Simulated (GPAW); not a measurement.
## 1T-FeClBr monolayer in an electric field

Wanted: the out-of-plane polarisability of 1T-FeClBr monolayer.

Main program and level: GPAW 26.7.0; GPAW, PAW setups; layer in a repeated cell with vacuum, relaxation of atoms and in-plane cell, in the first sound run; inputs show where later runs differ.

### Step 1. The structure

The cell holds 3 atoms: 1 Br, 1 Fe and 1 Cl. Its edges and angles: a = 3.472 Å, b = 3.472 Å, c = 20.566 Å, α = 90.0°, β = 90.0°, γ = 120.0°. Vacuum lies along c.

### Step 2. Relaxing the atoms

The atoms are relaxed first, since the surface dipole, and with it the work function, follows the positions of the outer layers.

The input, run.py:

```python
import json
import numpy as np
from ase import Atoms
from ase.filters import FrechetCellFilter
from ase.optimize import BFGS
from gpaw import GPAW, PW

slab = Atoms(
    ['Br', 'Fe', 'Cl'],
    positions=[
        [1.73597, 1.00226, 9.00000],
        [0.00000, 0.00000, 10.45002],
        [-0.00000, 2.00452, 11.56552]],
    cell=[[3.47193, 0.0, 0.0], [-1.73597, 3.00678, 0.0], [0.0, 0.0, 20.5655]],
    pbc=[True, True, True],
    magmoms=[0.0, 4.0, 0.0])

slab.calc = GPAW(mode=PW(600), xc='PBE', kpts={'size': (9, 9, 1), 'gamma': True},
                 occupations={'name': 'fermi-dirac', 'width': 0.05}, nbands='160%',
                 convergence={'density': 1e-05}, maxiter=200,
                 symmetry={'tolerance': 1e-3}, txt='slab.txt')
result = {}
# The in-plane cell is free; stress needs a cell that repeats along all three vectors
path = []
opt = BFGS(FrechetCellFilter(slab, mask=[1, 1, 0, 0, 0, 1]), maxstep=0.2)
opt.attach(lambda: path.append((slab.get_potential_energy(), slab.positions.tolist(), slab.get_forces().tolist())))
result['relaxed'] = bool(opt.run(fmax=0.02, steps=45))
result['path'] = path
result['cell'] = slab.cell.tolist()
print('in-plane lattice', slab.cell.cellpar().round(4)[[0, 1, 5]])
energy = slab.get_potential_energy()
fermi = slab.calc.get_fermi_level()
v = slab.calc.get_electrostatic_potential().mean((0, 1)) - fermi
n = slab.calc.get_pseudo_density().mean((0, 1))
L = slab.cell[2, 2]
z = np.arange(len(v)) * L / len(v)
low, high = slab.positions[:, 2].min(), slab.positions[:, 2].max()
below, above = np.interp([low - 6.8, high + 6.8], z, v)
slopes = [np.interp(x, z, np.gradient(v, z)) for x in (low - 6.8, high + 6.8)]
eps = np.array([[slab.calc.get_eigenvalues(k, s) for k in range(len(slab.calc.get_ibz_k_points()))]
                for s in range(slab.calc.get_number_of_spins())]) - fermi
top, bottom = eps[eps < 0].max(), eps[eps > 0].min()
dipole = slab.get_dipole_moment()[2]
print(f'energy {energy:.4f} eV, Fermi level {fermi:.4f} eV, dipole {dipole:.5f} e A')
print(f'potential 6.8 A off the faces, from the Fermi level: lower {below:.4f} eV, upper {above:.4f} eV')
print(f'slope of the potential there: lower {slopes[0]:.5f}, upper {slopes[1]:.5f} eV/A')
print(f'nearest levels on the mesh: {top:.4f} and {bottom:.4f} eV')
print('magnetic moment', round(slab.get_magnetic_moment(), 3))
result.update(energy=energy, fermi=fermi, dipole=dipole, below=below, above=above, slopes=slopes, edges=[top, bottom],
              z=z.tolist(), v=v.tolist(), n=n.tolist(), positions=slab.positions.tolist(),
              forces=slab.get_forces(apply_constraint=False).tolist(), moments=slab.get_magnetic_moments().tolist())
json.dump(result, open('result.json', 'w'))
```

Run with:

```sh
> OMP_NUM_THREADS=1 OPENBLAS_NUM_THREADS=1 python run.py
```

Log:

```text
Step          Energy          fmax
BFGS:    0      -13.566777        2.506286
BFGS:    1      -13.793410        1.901688
BFGS:    2      -14.141065        0.402496
BFGS:    3      -14.161197        0.088774
BFGS:    4      -14.162402        0.015318
in-plane lattice [  3.6384   3.6384 120.0001]
energy -14.1525 eV, Fermi level -2.5195 eV, dipole -0.01907 e A
potential 6.8 A off the faces, from the Fermi level: lower 5.2439 eV, upper 5.3031 eV
slope of the potential there: lower -0.01450, upper -0.01456 eV/A
nearest levels on the mesh: -0.0927 and 0.0245 eV
magnetic moment 4.0
```

The job ended after 5.9 min (1 thread of Arm Neoverse V2, shared host; peak memory 0.47 GiB).

This step gave:

```
dipole along the normal                    : -0.01907 e·Å
levels nearest the Fermi level on the mesh : -0.09273, 0.02450 eV from the Fermi level
site moments                               : 0.1556, 3.415, 0.09068 μB
sum of the site moments                    : 3.661 μB
```

The electrostatic potential energy of an electron (without an applied field's), less the Fermi level, planar mean by z:

```csv
z (Å),"electrostatic potential energy of an electron (without an applied field's), less the Fermi level, planar mean (eV)"
0.0,5.27
0.5,5.27
1.0,5.26
1.5,5.25
2.0,5.24
2.5,5.24
3.0,5.23
3.5,5.22
4.0,5.22
4.5,5.21
5.0,5.20
5.5,5.19
6.0,5.18
6.5,5.15
7.0,5.04
7.5,4.52
8.0,1.99
8.5,-7.41
9.0,-12.8
9.5,-3.81
10.0,-5.71
10.5,-10.0
11.0,-4.38
11.5,-10.2
12.0,-8.70
12.5,2.21
13.0,4.80
13.5,5.27
14.0,5.35
14.5,5.36
15.0,5.35
15.5,5.35
16.0,5.34
16.5,5.33
17.0,5.33
17.5,5.32
18.0,5.31
18.5,5.30
19.0,5.30
19.5,5.29
20.0,5.28
```

The pseudo valence density, planar mean oscillates, so the rows of the table below give means over windows of 1 Å about each position, cut where the curve ends. Its maxima inside the range that stand out by 2 % of the span (Å: e/Å³): 9.3: 0.394, 10.5: 0.733, 11.5: 0.461. Its minima: 9.8: 0.319, 11.0: 0.383.

The pseudo valence density, planar mean by z; means over each step:

z (Å), pseudo valence density, planar mean (e/Å³) and a bar:
```
        5      0.000 
        6      0.000 
        7      0.011 #
        8      0.179 ###########
        9      0.361 #######################
       10      0.471 ##############################
       11      0.469 ##############################
       12      0.367 #######################
       13      0.058 ####
       14      0.002 
       15      0.000 
       16      0.000
```

Site moment by atom:

```csv
atom,site moment (μB)
Br1,0.16
Fe2,3.42
Cl3,0.09
```

The relaxation lowered the energy of the cell by 0.593 eV (energies extrapolated to zero smearing; the optimiser's log prints free energies). The largest force left on a free atom is 0.015 eV/Å.

### Step 3. Plane waves, PBE

With the geometry fixed, the planar mean of the potential gives the vacuum level on each side.

This step: GPAW, PAW setups; slab in vacuum (GPAW 26.7.0).

The cell differs from the one that the last finished run ended in (c 20.566 → 20.892 Å).

run.py, as its differences from that of step 2:

```diff
@@ -3,4 +3,2 @@
 from ase import Atoms
-from ase.filters import FrechetCellFilter
-from ase.optimize import BFGS
 from gpaw import GPAW, PW
@@ -10,22 +8,15 @@
     positions=[
-        [1.73597, 1.00226, 9.00000],
-        [0.00000, 0.00000, 10.45002],
-        [-0.00000, 2.00452, 11.56552]],
-    cell=[[3.47193, 0.0, 0.0], [-1.73597, 3.00678, 0.0], [0.0, 0.0, 20.5655]],
-    pbc=[True, True, True],
+        [1.81918, 1.05030, 9.00000],
+        [-0.00000, 0.00000, 10.55304],
+        [0.00000, 2.10061, 11.89151]],
+    cell=[[3.63835, 0.0, 0.0], [-1.81918, 3.15091, 0.0], [0.0, 0.0, 20.8915]],
+    pbc=[True, True, False],
     magmoms=[0.0, 4.0, 0.0])
 
-slab.calc = GPAW(mode=PW(600), xc='PBE', kpts={'size': (9, 9, 1), 'gamma': True},
+slab.calc = GPAW(mode=PW(400), xc='PBE', kpts={'size': (9, 9, 1), 'gamma': True},
                  occupations={'name': 'fermi-dirac', 'width': 0.05}, nbands='160%',
                  convergence={'density': 1e-05}, maxiter=200,
+                 poissonsolver={'dipolelayer': 'xy'},
                  symmetry={'tolerance': 1e-3}, txt='slab.txt')
 result = {}
-# The in-plane cell is free; stress needs a cell that repeats along all three vectors
-path = []
-opt = BFGS(FrechetCellFilter(slab, mask=[1, 1, 0, 0, 0, 1]), maxstep=0.2)
-opt.attach(lambda: path.append((slab.get_potential_energy(), slab.positions.tolist(), slab.get_forces().tolist())))
-result['relaxed'] = bool(opt.run(fmax=0.02, steps=45))
-result['path'] = path
-result['cell'] = slab.cell.tolist()
-print('in-plane lattice', slab.cell.cellpar().round(4)[[0, 1, 5]])
 energy = slab.get_potential_energy()
```

Log:

```text
energy -14.0048 eV, Fermi level -2.5610 eV, dipole -0.01510 e A
potential 6.8 A off the faces, from the Fermi level: lower 5.1552 eV, upper 5.3906 eV
slope of the potential there: lower 0.00000, upper -0.00002 eV/A
nearest levels on the mesh: -0.0918 and 0.0241 eV
magnetic moment 4.0
```

It took 47 s on 1 thread; peak memory 0.25 GiB.

This step gave:

```yaml
dipole_along_the_normal: -0.01510 e·Å
levels_nearest_the_fermi_level_on_the_mesh: -0.09183, 0.02413 eV from the Fermi level
upper_work_function: 5.391 eV
lower_work_function: 5.155 eV
site_moments: 0.1550, 3.413, 0.08949 μB
sum_of_the_site_moments: 3.658 μB
```

Table of electrostatic potential energy of an electron (without an applied field's), less the Fermi level, planar mean by z:

z (Å), electrostatic potential energy of an electron (without an applied field's), less the Fermi level, planar mean (eV) and a bar from the least value:
```
      0.0        5.3 ##############################
      0.5        5.2 ##############################
      1.0        5.2 ##############################
      1.5        5.2 ##############################
      2.0        5.2 ##############################
      2.5        5.2 ##############################
      3.0        5.2 ##############################
      3.5        5.2 ##############################
      4.0        5.2 ##############################
      4.5        5.2 ##############################
      5.0        5.2 ##############################
      5.5        5.2 ##############################
      6.0        5.2 ##############################
      6.5        5.1 ##############################
      7.0        5.1 #############################
      7.5        4.7 #############################
      8.0        3.1 ##########################
      8.5       -3.9 ###############
      9.0      -13.6 
      9.5       -5.8 ############
     10.0       -3.9 ###############
     10.5      -10.2 #####
     11.0       -5.6 #############
     11.5       -7.0 ##########
     12.0      -12.4 ##
     12.5        0.3 ######################
     13.0        4.4 #############################
     13.5        5.2 ##############################
     14.0        5.4 ##############################
     14.5        5.4 ##############################
     15.0        5.4 ##############################
     15.5        5.4 ##############################
     16.0        5.4 ##############################
     16.5        5.4 ##############################
     17.0        5.4 ##############################
     17.5        5.4 ##############################
     18.0        5.4 ##############################
     18.5        5.4 ##############################
     19.0        5.4 ##############################
     19.5        5.4 ##############################
     20.0        5.4 ##############################
     20.5        5.4 ##############################
```

The pseudo valence density, planar mean oscillates, so the rows of the table below give means over windows of 1 Å about each position, cut where the curve ends. Its maxima inside the range that stand out by 2 % of the span (Å: e/Å³): 8.7: 0.351, 9.4: 0.394, 10.7: 0.700, 11.5: 0.460, 12.2: 0.412. Its minima: 9.0: 0.335, 9.8: 0.326, 11.1: 0.384, 11.9: 0.396.

The pseudo valence density, planar mean by z; means over each step:

```csv
z (Å),"pseudo valence density, planar mean (e/Å³)"
5,1.3e-5
6,3.1e-4
7,0.00739
8,0.137
9,0.354
10,0.425
11,0.503
12,0.396
13,0.0926
14,0.00343
15,1.2e-4
16,4.8e-6
```

The potential is flat to 2.3e-5 eV/Å where it is read, so the vacuum is wide enough.

### Step 4. In a field

A uniform field along the normal polarises the slab; the atoms stay fixed, so this is the electronic response alone.

run.py, as its differences from that of step 3:

```diff
@@ -4,2 +4,3 @@
 from gpaw import GPAW, PW
+from gpaw.external import ConstantElectricField
 
@@ -19,2 +20,3 @@
                  poissonsolver={'dipolelayer': 'xy'},
+                 external=ConstantElectricField(-0.2, [0, 0, 1]),
                  symmetry={'tolerance': 1e-3}, txt='slab.txt')
```

Log:

```text
energy -14.0129 eV, Fermi level -2.5456 eV, dipole -0.07045 e A
potential 6.8 A off the faces, from the Fermi level: lower 4.6974 eV, upper 5.8095 eV
slope of the potential there: lower -0.00000, upper -0.00001 eV/A
nearest levels on the mesh: -0.0916 and 0.0200 eV
magnetic moment 4.0
```

The job ended after 2.5 min (1 thread; peak memory 0.36 GiB).

Numbers from this step:

| Item | Value |
| --- | --- |
| dipole along the normal | -0.07045 e·Å |
| levels nearest the Fermi level on the mesh | -0.09156, 0.02004 eV from the Fermi level |
| site moments | 0.1578, 3.412, 0.08807 μB |
| potential below the slab, the applied field's own ramp left out | 4.697 eV from the Fermi level |
| potential above the slab, the applied field's own ramp left out | 5.810 eV from the Fermi level |

Electrostatic potential energy of an electron (without an applied field's), less the Fermi level, planar mean against z:

z (Å), electrostatic potential energy of an electron (without an applied field's), less the Fermi level, planar mean (eV) and a bar from the least value:
```
      0.0        5.3 #############################
      0.5        4.7 ############################
      1.0        4.7 ############################
      1.5        4.7 ############################
      2.0        4.7 ############################
      2.5        4.7 ############################
      3.0        4.7 ############################
      3.5        4.7 ############################
      4.0        4.7 ############################
      4.5        4.7 ############################
      5.0        4.7 ############################
      5.5        4.7 ############################
      6.0        4.7 ############################
      6.5        4.7 ############################
      7.0        4.6 ############################
      7.5        4.3 ############################
      8.0        2.7 #########################
      8.5       -4.2 ###############
      9.0      -13.8 
      9.5       -6.0 ############
     10.0       -4.0 ###############
     10.5      -10.1 ######
     11.0       -5.5 #############
     11.5       -6.8 ###########
     12.0      -12.1 ###
     12.5        0.6 ######################
     13.0        4.8 #############################
     13.5        5.6 ##############################
     14.0        5.8 ##############################
     14.5        5.8 ##############################
     15.0        5.8 ##############################
     15.5        5.8 ##############################
     16.0        5.8 ##############################
     16.5        5.8 ##############################
     17.0        5.8 ##############################
     17.5        5.8 ##############################
     18.0        5.8 ##############################
     18.5        5.8 ##############################
     19.0        5.8 ##############################
     19.5        5.8 ##############################
     20.0        5.8 ##############################
     20.5        5.8 ##############################
```

Force by atom:

| atom | x (eV/Å) | y (eV/Å) | z (eV/Å) | size |
| --- | --- | --- | --- | --- |
| Br1 | 0.0000 | 0.0002 | 0.0313 | 0.0313 |
| Fe2 | 0.0000 | -0.0004 | -0.0753 | 0.0753 |
| Cl3 | 0.0000 | 0.0002 | 0.0444 | 0.0444 |

The dipole is now -0.0705 e Å, against -0.015 in the run without a field.

### Step 5. Field on

run.py, as its differences from that of step 4:

```diff
@@ -20,3 +20,3 @@
                  poissonsolver={'dipolelayer': 'xy'},
-                 external=ConstantElectricField(-0.2, [0, 0, 1]),
+                 external=ConstantElectricField(-0.1, [0, 0, 1]),
                  symmetry={'tolerance': 1e-3}, txt='slab.txt')
```

Log:

```text
energy -14.0072 eV, Fermi level -2.5529 eV, dipole -0.04268 e A
potential 6.8 A off the faces, from the Fermi level: lower 4.9259 eV, upper 5.5996 eV
slope of the potential there: lower -0.00000, upper -0.00001 eV/A
nearest levels on the mesh: -0.0916 and 0.0201 eV
magnetic moment 4.0
```

The job ended after 2.5 min (1 thread; peak memory 0.36 GiB).

Numbers from this step:

```
dipole along the normal                                         : -0.04268 e·Å
levels nearest the Fermi level on the mesh                      : -0.09158, 0.02011 eV from the Fermi level
site moments                                                    : 0.1564, 3.413, 0.08876 μB
potential below the slab, the applied field's own ramp left out : 4.926 eV from the Fermi level
potential above the slab, the applied field's own ramp left out : 5.600 eV from the Fermi level
```

Electrostatic potential energy of an electron (without an applied field's), less the Fermi level, planar mean against z:

```
z (Å)  electrostatic potential energy of an electron (without an applied field's), less the Fermi level, planar mean (eV)
    0                                                                                                                5.26
    1                                                                                                                4.93
    2                                                                                                                4.93
    3                                                                                                                4.93
    4                                                                                                                4.93
    5                                                                                                                4.93
    6                                                                                                                4.92
    7                                                                                                                4.85
    8                                                                                                                2.94
    9                                                                                                               -13.7
   10                                                                                                               -3.98
   11                                                                                                               -5.56
   12                                                                                                               -12.3
   13                                                                                                                4.64
   14                                                                                                                5.56
   15                                                                                                                5.60
   16                                                                                                                5.60
   17                                                                                                                5.60
   18                                                                                                                5.60
   19                                                                                                                5.60
   20                                                                                                                5.60
```

The dipole is now -0.0427 e Å, against -0.015 in the run without a field.

### Step 6. In a field

run.py, as its differences from that of step 5:

```diff
@@ -20,3 +20,3 @@
                  poissonsolver={'dipolelayer': 'xy'},
-                 external=ConstantElectricField(-0.1, [0, 0, 1]),
+                 external=ConstantElectricField(-0.05, [0, 0, 1]),
                  symmetry={'tolerance': 1e-3}, txt='slab.txt')
```

Log:

```text
energy -14.0054 eV, Fermi level -2.5568 eV, dipole -0.02879 e A
potential 6.8 A off the faces, from the Fermi level: lower 5.0405 eV, upper 5.4949 eV
slope of the potential there: lower -0.00001, upper -0.00001 eV/A
nearest levels on the mesh: -0.0916 and 0.0201 eV
magnetic moment 4.0
```

Elapsed: 2.5 min, on 1 thread; peak memory 0.36 GiB.

### Step 7. Field on

run.py, as its differences from that of step 6:

```diff
@@ -20,3 +20,3 @@
                  poissonsolver={'dipolelayer': 'xy'},
-                 external=ConstantElectricField(-0.05, [0, 0, 1]),
+                 external=ConstantElectricField(0.05, [0, 0, 1]),
                  symmetry={'tolerance': 1e-3}, txt='slab.txt')
```

Log:

```text
energy -14.0039 eV, Fermi level -2.5650 eV, dipole -0.00101 e A
potential 6.8 A off the faces, from the Fermi level: lower 5.2702 eV, upper 5.2862 eV
slope of the potential there: lower -0.00001, upper -0.00001 eV/A
nearest levels on the mesh: -0.0916 and 0.0202 eV
magnetic moment 4.0
```

Elapsed: 2.5 min, on 1 thread; peak memory 0.36 GiB.

(Part 1 of 2 ends here.)

[Logs are printed without paths, hosts, clocks, repeated set-up lines and the standing remarks that a program may print on its own settings, such as how far it seeks lower states.]

[Hosts, paths, dates, database ids (printed as entryN), source tags and the programs' standing remarks are cut or masked in the printed files.]
